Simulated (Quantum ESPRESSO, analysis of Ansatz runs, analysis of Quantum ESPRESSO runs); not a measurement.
**Reproducing a measured local vibrational mode: U centre (hydride ion on a halide site) in NaI (Quantum ESPRESSO)**

How near does this set-up come to the measured local vibrational mode? Subject: U centre (hydride ion on a halide site) in NaI. Set-up: PBE, PseudoDojo 0.4.1 SR PBE standard, 32-site cell, PBE lattice, k: 2x2x2 shifted. The model is a cell of 32 host atoms with 1 I taken out and 1 H put in. The frequencies come from force constants among the defect atom and its neighbours, with the masses of the isotopes named. Other potentials or another program check that the number doesn't hang on one set of files.

**The experiment.** Threefold local mode of H-: 426.8 cm⁻¹, by infrared absorption (4.2-77 K) (quoted in “Electronic Absorption and Internal and External Vibrational Data of Atomic and Molecular Ions Doped in Alkali Halide Crystals (NSRDS-NBS 52)”, 1974, S. C. Jain, A. V. R. Warrier, S. K. Agarwal, quoting earlier work (1969)). Threefold local mode of D-: 318.5 cm⁻¹, by infrared absorption (4.2-77 K) (quoted in “Electronic Absorption and Internal and External Vibrational Data of Atomic and Molecular Ions Doped in Alkali Halide Crystals (NSRDS-NBS 52)”, 1974, S. C. Jain, A. V. R. Warrier, S. K. Agarwal, quoting earlier work (1969)). The calculation is set beside it at the end.

Calculated with Quantum ESPRESSO 7.5; Quantum ESPRESSO plane-wave DFT, PBE, PseudoDojo 0.4.1 SR PBE standard potentials; relaxation of all atoms of a defect supercell.

### 1. Starting point

The cell holds 32 atoms: 16 Na, 15 I and 1 H. Cell: a = 11.309 Å, b = 11.309 Å, c = 11.309 Å, α = 109.5°, β = 109.5°, γ = 109.5°. It derives from NaI (space group Fm-3m). Nearest the centre at fractional (0.500, 0.500, 0.500): H27 at 0.00 Å, Na15 at 3.26 Å, Na10 at 3.26 Å, Na7 at 3.26 Å, Na12 at 3.26 Å, Na6 at 3.26 Å, Na16 at 3.26 Å, I31 at 4.62 Å.

The host's primitive cell comes from a first run (Quantum ESPRESSO plane-wave DFT, PBE, PseudoDojo 0.4.1 SR PBE standard potentials; relaxation of cell and atoms of a defect-free cell): vectors of 4.617, 4.617 and 4.617 Å. That is 34.79 Å³ an atom, 2.6 % over the diffraction cell's volume. The supercell is built on it.

### 2. Relaxation, charge 0

Every later number rests on the structure around the defect, so the atoms are relaxed at the host's lattice first.

Input file pw.in:

```
&CONTROL
  calculation = 'relax'
  prefix = 'pwscf'
  outdir = './tmp'
  pseudo_dir = './pseudo'
  tprnfor = .true.
  disk_io = 'low'
  nstep = 70
  forc_conv_thr = 0.00039
  etot_conv_thr = 0.0001
/
&SYSTEM
  ibrav = 0
  nat = 32
  ntyp = 3
  ecutwfc = 88
  nbnd = 129
  occupations = 'smearing'
  smearing = 'fd'
  degauss = 0.00073499
/
&ELECTRONS
  conv_thr = 3d-08
  electron_maxstep = 100
  mixing_beta = 0.5
/
&IONS
  ion_dynamics = 'bfgs'
/
ATOMIC_SPECIES
Na    22.9898 Na.upf
I    126.9045 I.upf
H      1.0080 H.upf
CELL_PARAMETERS angstrom
  -6.5292040307    6.5292040307    6.5292040307
   6.5292040307   -6.5292040307    6.5292040307
   6.5292040307    6.5292040307   -6.5292040307
ATOMIC_POSITIONS crystal
Na     0.0000000000    0.0000000000    0.0000000000
Na     0.0000000000    0.2500000000    0.7500000000
Na     0.0000000000    0.5000000000    0.5000000000
Na     0.0000000000    0.7500000000    0.2500000000
Na     0.2500000000    0.0000000000    0.7500000000
Na     0.2500000000    0.2500000000    0.5000000000
Na     0.2500000000    0.5000000000    0.2500000000
Na     0.2500000000    0.7500000000    0.0000000000
Na     0.5000000000    0.0000000000    0.5000000000
Na     0.5000000000    0.2500000000    0.2500000000
Na     0.5000000000    0.5000000000    0.0000000000
Na     0.5000000000    0.7500000000    0.7500000000
Na     0.7500000000    0.0000000000    0.2500000000
Na     0.7500000000    0.2500000000    0.0000000000
Na     0.7500000000    0.5000000000    0.7500000000
Na     0.7500000000    0.7500000000    0.5000000000
I      0.0000000000    0.0000000000    0.5000000000
I      0.0000000000    0.2500000000    0.2500000000
I      0.0000000000    0.5000000000    0.0000000000
I      0.0000000000    0.7500000000    0.7500000000
I      0.2500000000    0.0000000000    0.2500000000
I      0.2500000000    0.2500000000    0.0000000000
I      0.2500000000    0.5000000000    0.7500000000
I      0.2500000000    0.7500000000    0.5000000000
I      0.5000000000    0.0000000000    0.0000000000
I      0.5000000000    0.2500000000    0.7500000000
H      0.5000000000    0.5000000000    0.5000000000
I      0.5000000000    0.7500000000    0.2500000000
I      0.7500000000    0.0000000000    0.7500000000
I      0.7500000000    0.2500000000    0.5000000000
I      0.7500000000    0.5000000000    0.2500000000
I      0.7500000000    0.7500000000    0.0000000000
K_POINTS automatic
2 2 2 1 1 1
```

Command:

```
OMP_NUM_THREADS=1 mpirun -n 4 pw.x -nk 2 -in pw.in > pw.out
```

What it wrote:

```text
This program is part of the open-source Quantum ESPRESSO suite
     for quantum simulation of materials; please cite
         "P. Giannozzi et al., J. Phys.:Condens. Matter 21 395502 (2009);
         "P. Giannozzi et al., J. Phys.:Condens. Matter 29 465901 (2017);
         "P. Giannozzi et al., J. Chem. Phys. 152 154105 (2020);
          URL
     in publications or presentations arising from this work. More details at

     Message from routine setup:
     using ibrav=0 with symmetry is DISCOURAGED, use correct ibrav instead

     K-points division:     npool     =       2
     Subspace diagonalization in iterative solution of the eigenvalue problem:
     a serial algorithm will be used

     --------------------
     sticks:   dense  smooth     PW     G-vecs:    dense   smooth      PW
     Min        6030    6030   1578               418800   418800   56133
     Max        6031    6031   1579               418801   418801   56136
     Sum       12061   12061   3157               837601   837601  112269

     Using Slab Decomposition

     bravais-lattice index     =            0
     lattice parameter (alat)  =      21.3707  a.u.
     unit-cell volume          =    7513.4139 (a.u.)^3
     number of atoms/cell      =           32
     number of atomic types    =            3
     number of electrons       =       250.00
     number of Kohn-Sham states=          129
     kinetic-energy cutoff     =      88.0000  Ry
     charge density cutoff     =     352.0000  Ry
     scf convergence threshold =      3.0E-08
     mixing beta               =       0.5000
     number of iterations used =            8  plain     mixing
     energy convergence thresh.=      1.0E-04
     force convergence thresh. =      3.9E-04
     Exchange-correlation= PBE
                           (   1   4   3   4   0   0   0)
     nstep                     =           70

     celldm(1)=  21.370749  celldm(2)=   0.000000  celldm(3)=   0.000000
     celldm(4)=   0.000000  celldm(5)=   0.000000  celldm(6)=   0.000000

     crystal axes: (cart. coord. in units of alat)
               a(1) = (  -0.577350   0.577350   0.577350 )
               a(2) = (   0.577350  -0.577350   0.577350 )
               a(3) = (   0.577350   0.577350  -0.577350 )

     reciprocal axes: (cart. coord. in units 2 pi/alat)
               b(1) = ( -0.000000  0.866025  0.866025 )
               b(2) = (  0.866025 -0.000000  0.866025 )
               b(3) = (  0.866025  0.866025  0.000000 )

     PseudoPot. # 1 for Na read from file:
     Na.upf
     Pseudo is Norm-conserving, Zval =  9.0
     Generated using ONCVPSP code by D. R. Hamann
     Using radial grid of 1992 points,  4 beta functions with:
                l(1) =   0
                l(2) =   0
                l(3) =   1
                l(4) =   1

     PseudoPot. # 2 for I  read from file:
     I.upf
     Pseudo is Norm-conserving + core correction, Zval =  7.0
     Generated using ONCVPSP code by D. R. Hamann
     Using radial grid of 1196 points,  6 beta functions with:
                l(1) =   0
                l(2) =   0
                l(3) =   1
                l(4) =   1
                l(5) =   2
                l(6) =   2

     PseudoPot. # 3 for H  read from file:
     H.upf
     Pseudo is Norm-conserving, Zval =  1.0
     Generated using ONCVPSP code by D. R. Hamann
     Using radial grid of 1166 points,  3 beta functions with:
                l(1) =   0
                l(2) =   0
                l(3) =   1

     atomic species   valence    mass     pseudopotential
     Na                9.00    22.98980     Na( 1.00)
     I                 7.00   126.90450     I ( 1.00)
     H                 1.00     1.00800     H ( 1.00)

     48 Sym. Ops., with inversion, found (36 have fractional translation)

   Cartesian axes

     site n.     atom                  positions (alat units)
         1        Na     tau(   1) = (   0.0000000   0.0000000   0.0000000  )
         2        Na     tau(   2) = (   0.5773503   0.2886751  -0.2886751  )
         3        Na     tau(   3) = (   0.5773503   0.0000000   0.0000000  )
         4        Na     tau(   4) = (   0.5773503  -0.2886751   0.2886751  )
         5        Na     tau(   5) = (   0.2886751   0.5773503  -0.2886751  )
         6        Na     tau(   6) = (   0.2886751   0.2886751   0.0000000  )
         7        Na     tau(   7) = (   0.2886751   0.0000000   0.2886751  )
         8        Na     tau(   8) = (   0.2886751  -0.2886751   0.5773503  )
         9        Na     tau(   9) = (   0.0000000   0.5773503   0.0000000  )
        10        Na     tau(  10) = (   0.0000000   0.2886751   0.2886751  )
        11        Na     tau(  11) = (   0.0000000   0.0000000   0.5773503  )
        12        Na     tau(  12) = (   0.5773503   0.2886751   0.2886751  )
        13        Na     tau(  13) = (  -0.2886751   0.5773503   0.2886751  )
        14        Na     tau(  14) = (  -0.2886751   0.2886751   0.5773503  )
        15        Na     tau(  15) = (   0.2886751   0.5773503   0.2886751  )
        16        Na     tau(  16) = (   0.2886751   0.2886751   0.5773503  )
        17        I      tau(  17) = (   0.2886751   0.2886751  -0.2886751  )
        18        I      tau(  18) = (   0.2886751   0.0000000   0.0000000  )
        19        I      tau(  19) = (   0.2886751  -0.2886751   0.2886751  )
        20        I      tau(  20) = (   0.8660254   0.0000000   0.0000000  )
        21        I      tau(  21) = (   0.0000000   0.2886751   0.0000000  )
        22        I      tau(  22) = (   0.0000000   0.0000000   0.2886751  )
        23        I      tau(  23) = (   0.5773503   0.2886751   0.0000000  )
        24        I      tau(  24) = (   0.5773503   0.0000000   0.2886751  )
        25        I      tau(  25) = (  -0.2886751   0.2886751   0.2886751  )
        26        I      tau(  26) = (   0.2886751   0.5773503   0.0000000  )
        27        H      tau(  27) = (   0.2886751   0.2886751   0.2886751  )
        28        I      tau(  28) = (   0.2886751   0.0000000   0.5773503  )
        29        I      tau(  29) = (   0.0000000   0.8660254   0.0000000  )
        30        I      tau(  30) = (   0.0000000   0.5773503   0.2886751  )
        31        I      tau(  31) = (   0.0000000   0.2886751   0.5773503  )
        32        I      tau(  32) = (   0.0000000   0.0000000   0.8660254  )

     number of k points=     2  Fermi-Dirac smearing, width (Ry)=  0.0007
                       cart. coord. in units 2pi/alat
        k(    1) = (   0.4330127   0.4330127   0.4330127), wk =   0.5000000
[...]
Na               0.5000000000        0.7496502164        0.7496502164
Na               0.7500000000        0.0000000000        0.2500000000
Na               0.7500000000        0.2500000000       -0.0000000000
Na               0.7496502164        0.5000000000        0.7496502164
Na               0.7496502164        0.7496502164        0.5000000000
[...]
NEW-OLD atomic charge density approx. for the potential

     Self-consistent Calculation

[... 99 further cycles ...]
     iteration #  5     ecut=    88.00 Ry     beta= 0.50
     Davidson diagonalization with overlap
     ethr =  1.12E-11,  avg # of iterations =  2.0

     total energy              =   -1854.93281823 Ry
     estimated scf accuracy    <          2.4E-09 Ry

     iteration #  6     ecut=    88.00 Ry     beta= 0.50
     Davidson diagonalization with overlap
     ethr =  9.80E-13,  avg # of iterations =  4.0

     total energy              =   -1854.93281823 Ry
     estimated scf accuracy    <          7.2E-10 Ry

     iteration #  7     ecut=    88.00 Ry     beta= 0.50
     Davidson diagonalization with overlap
     ethr =  2.86E-13,  avg # of iterations =  2.5

     End of self-consistent calculation

          k = 0.4330 0.4330 0.4330 (104736 PWs)   bands (ev):

[...]
6.3067

          k = 0.0000 0.0000 0.4330 (104849 PWs)   bands (ev):

[...]
6.1859

     the Fermi energy is     2.9152 ev

!    total energy              =   -1854.93281823 Ry
     estimated scf accuracy    <          5.3E-11 Ry
     smearing contrib. (-TS)   =       0.00000000 Ry
     internal energy E=F+TS    =   -1854.93281823 Ry

     The total energy is F=E-TS. E is the sum of the following terms:
     one-electron contribution =   -1287.09683177 Ry
     hartree contribution      =     693.49693134 Ry
     xc contribution           =    -340.77749052 Ry
     ewald contribution        =    -920.55542728 Ry

     convergence has been achieved in   7 iterations

     Forces acting on atoms (cartesian axes, Ry/au):

[...]
Total force =     0.002428     Total SCF correction =     0.000020
     Energy error            =      4.8E-05 Ry
     Gradient error          =      4.8E-04 Ry/Bohr

     number of scf cycles    =  18
     number of bfgs steps    =  16

     energy             old  =   -1854.9327704646 Ry
     energy             new  =   -1854.9328182285 Ry

     CASE: energy            _new < energy            _old

     new trust radius        =       0.0074701403 bohr
     new conv_thr            =       0.0000000003 Ry

ATOMIC_POSITIONS (crystal)
[...]
NEW-OLD atomic charge density approx. for the potential

     Self-consistent Calculation

     iteration #  1     ecut=    88.00 Ry     beta= 0.50
     Davidson diagonalization with overlap
     ethr =  1.00E-06,  avg # of iterations =  4.0

     Threshold (ethr) on eigenvalues was too large:
     Diagonalizing with lowered threshold

     Davidson diagonalization with overlap
     ethr =  4.76E-09,  avg # of iterations =  4.0

     total energy              =   -1854.93285625 Ry
     estimated scf accuracy    <       0.00002198 Ry

     iteration #  2     ecut=    88.00 Ry     beta= 0.50
     Davidson diagonalization with overlap
     ethr =  8.79E-09,  avg # of iterations =  2.5

     total energy              =   -1854.93286256 Ry
     estimated scf accuracy    <       0.00000488 Ry

     iteration #  3     ecut=    88.00 Ry     beta= 0.50
     Davidson diagonalization with overlap
     ethr =  1.95E-09,  avg # of iterations =  2.0

     total energy              =   -1854.93286340 Ry
     estimated scf accuracy    <       0.00000010 Ry

     iteration #  4     ecut=    88.00 Ry     beta= 0.50
     Davidson diagonalization with overlap
     ethr =  3.94E-11,  avg # of iterations =  4.5

     total energy              =   -1854.93286343 Ry
     estimated scf accuracy    <       0.00000006 Ry

     iteration #  5     ecut=    88.00 Ry     beta= 0.50
     Davidson diagonalization with overlap
     ethr =  2.34E-11,  avg # of iterations =  2.0

     total energy              =   -1854.93286344 Ry
     estimated scf accuracy    <          2.0E-09 Ry

     iteration #  6     ecut=    88.00 Ry     beta= 0.50
     Davidson diagonalization with overlap
     ethr =  7.85E-13,  avg # of iterations =  4.5

     total energy              =   -1854.93286344 Ry
     estimated scf accuracy    <          1.0E-09 Ry

     iteration #  7     ecut=    88.00 Ry     beta= 0.50
     Davidson diagonalization with overlap
     ethr =  4.03E-13,  avg # of iterations =  2.0

     End of self-consistent calculation

          k = 0.4330 0.4330 0.4330 (104736 PWs)   bands (ev):

[...]
6.3050

          k = 0.0000 0.0000 0.4330 (104849 PWs)   bands (ev):

[...]
-9.5789  -9.4686  -9.4686  -9.4205  -9.4056  -9.3945  -9.3944  -9.3944
    -9.3528  -9.3346  -9.3346  -9.3141  -9.1204  -9.1162  -9.1048  -0.6253
    -0.5630  -0.4612  -0.4612  -0.3144  -0.3079  -0.3079  -0.2389  -0.2389
    -0.2351  -0.1706  -0.0174   0.0075   0.0358   0.0714   0.0714   0.1089
     0.2263   0.2263   0.4479   0.4479   0.4803   0.6158   0.6723   0.7249
     0.7249   0.7467   0.7501   0.7697   0.7713   0.7713   0.7951   0.8425
     0.8562   0.8562   0.9694   0.9694   1.0042   1.0128   1.0869   1.0869
     1.1086   1.1312   1.2604   1.2604   1.7018   5.4715   6.1127   6.1443
     6.1845

     the Fermi energy is     2.9140 ev

!    total energy              =   -1854.93286344 Ry
     estimated scf accuracy    <          3.5E-11 Ry
     smearing contrib. (-TS)   =       0.00000000 Ry
     internal energy E=F+TS    =   -1854.93286344 Ry

     The total energy is F=E-TS. E is the sum of the following terms:
     one-electron contribution =   -1287.14440062 Ry
     hartree contribution      =     693.52080447 Ry
     xc contribution           =    -340.77816751 Ry
     ewald contribution        =    -920.53109977 Ry

     convergence has been achieved in   7 iterations

     Forces acting on atoms (cartesian axes, Ry/au):

[...]
atom   25 type  2   force =    -0.00000000    0.00000000    0.00000000
     atom   26 type  2   force =    -0.00000000   -0.00022942    0.00022942
     atom   27 type  3   force =     0.00000000    0.00000000   -0.00000000
     atom   28 type  2   force =    -0.00000000    0.00022942   -0.00022942
     atom   29 type  2   force =    -0.00022942    0.00000000   -0.00022942
     atom   30 type  2   force =     0.00022942   -0.00022942   -0.00000000
     atom   31 type  2   force =     0.00022942    0.00000000   -0.00022942
     atom   32 type  2   force =    -0.00022942   -0.00022942    0.00000000

     Total force =     0.001155     Total SCF correction =     0.000017
     Energy error            =      4.5E-05 Ry
     Gradient error          =      2.3E-04 Ry/Bohr

     bfgs converged in  19 scf cycles and  17 bfgs steps
     (criteria: energy <  1.0E-04 Ry, force <  3.9E-04 Ry/Bohr)

     End of BFGS Geometry Optimization

     Final energy             =   -1854.9328634361 Ry

     File ./tmp/pwscf.bfgs deleted, as requested
Begin final coordinates

ATOMIC_POSITIONS (crystal)
[...]
I                0.5000000000        0.0000000000       -0.0000000000
I                0.5000000000        0.2528774981        0.7471225019
H                0.5000000000        0.5000000000        0.5000000000
I                0.5000000000        0.7471225019        0.2528774981
I                0.7471225019       -0.0057549962        0.7471225019
I                0.7471225019        0.2528774981        0.5000000000
I                0.7471225019        0.5000000000        0.2528774981
I                0.7471225019        0.7471225019       -0.0057549962
End final coordinates

=------------------------------------------------------------------------------=
   JOB DONE.
=------------------------------------------------------------------------------=
```

The job ended after 56 min (4 MPI ranks of Arm Neoverse V1, shared host; peak memory 4.5 GiB).

Relaxation path:

| step | energy less that of the first step (eV) |
| --- | --- |
| 0 | 0.0000 |
| 1 | -0.0061 |
| 2 | -0.0126 |
| 3 | -0.0218 |
| 4 | -0.0351 |
| 5 | -0.0543 |
| 6 | -0.0824 |
| 7 | -0.1196 |
| 8 | -0.1585 |
| 9 | -0.1927 |
| 10 | -0.1998 |
| 11 | -0.1960 |
| 12 | -0.2006 |
| 13 | -0.2009 |
| 14 | -0.2012 |
| 15 | -0.2016 |
| 16 | -0.2021 |
| 17 | -0.2028 |
| 18 | -0.2034 |

The atoms that moved most (Å):

| atom | dx | dy | dz | length |
| --- | --- | --- | --- | --- |
| Na7 | 0.000 | 0.304 | 0.000 | 0.304 |
| Na6 | 0.000 | 0.000 | 0.304 | 0.304 |
| Na10 | 0.304 | 0.000 | 0.000 | 0.304 |
| Na12 | -0.304 | 0.000 | 0.000 | 0.304 |
| Na16 | 0.000 | 0.000 | -0.304 | 0.304 |
| Na15 | 0.000 | -0.304 | 0.000 | 0.304 |
| I20 | 0.000 | -0.038 | -0.038 | 0.053 |
| I29 | -0.038 | 0.000 | -0.038 | 0.053 |

The relaxed structure:

```xyz
32
Lattice="-6.5292 6.5292 6.5292 6.5292 -6.5292 6.5292 6.5292 6.5292 -6.5292" Properties=species:S:1:pos:R:3 pbc="T T T"
Na    0.0000    0.0000    0.0000
Na    6.5292    3.2646   -3.2646
Na    6.5292    0.0000    0.0000
Na    6.5292   -3.2646    3.2646
Na    3.2646    6.5292   -3.2646
Na    3.2646    3.2646    0.3040
Na    3.2646    0.3040    3.2646
Na    3.2646   -3.2646    6.5292
Na    0.0000    6.5292    0.0000
Na    0.3040    3.2646    3.2646
Na    0.0000    0.0000    6.5292
Na    6.2252    3.2646    3.2646
Na   -3.2646    6.5292    3.2646
Na   -3.2646    3.2646    6.5292
Na    3.2646    6.2252    3.2646
Na    3.2646    3.2646    6.2252
I     3.2646    3.2646   -3.2646
I     3.2646    0.0376    0.0376
I     3.2646   -3.2646    3.2646
I     9.7938   -0.0376   -0.0376
I     0.0376    3.2646    0.0376
I     0.0376    0.0376    3.2646
I     6.4916    3.2646    0.0376
I     6.4916    0.0376    3.2646
I    -3.2646    3.2646    3.2646
I     3.2646    6.4916    0.0376
H     3.2646    3.2646    3.2646
I     3.2646    0.0376    6.4916
I    -0.0376    9.7938   -0.0376
I     0.0376    6.4916    3.2646
I     0.0376    3.2646    6.4916
I    -0.0376   -0.0376    9.7938
```

Neighbours of H27 at the end:

| atom | distance (Å) |
| --- | --- |
| Na7 | 2.961 |
| Na10 | 2.961 |
| Na6 | 2.961 |
| Na16 | 2.961 |
| Na15 | 2.961 |
| Na12 | 2.961 |
| I31 | 4.564 |
| I21 | 4.564 |
| I26 | 4.564 |
| I28 | 4.564 |
| I24 | 4.564 |
| I23 | 4.564 |
| I22 | 4.564 |
| I18 | 4.564 |
| I32 | 4.564 |
| I30 | 4.564 |

From the first step to the last the energy fell by 0.203 eV, and the largest move was 0.30 Å (Na6 and 5 other atoms alike).

(Continued in part 2 of 2.)

[Logs are printed without paths, hosts, clocks, repeated set-up lines and the standing remarks that a program may print on its own settings, such as how far it seeks lower states.]

[Hosts, paths, dates, database ids (printed as entryN), source tags and the programs' standing remarks are cut or masked in the printed files.]

[For some hosts the program warned that the k-mesh of the response run may be too coarse for force constants and the static dielectric constant; such warnings are not shown here.]
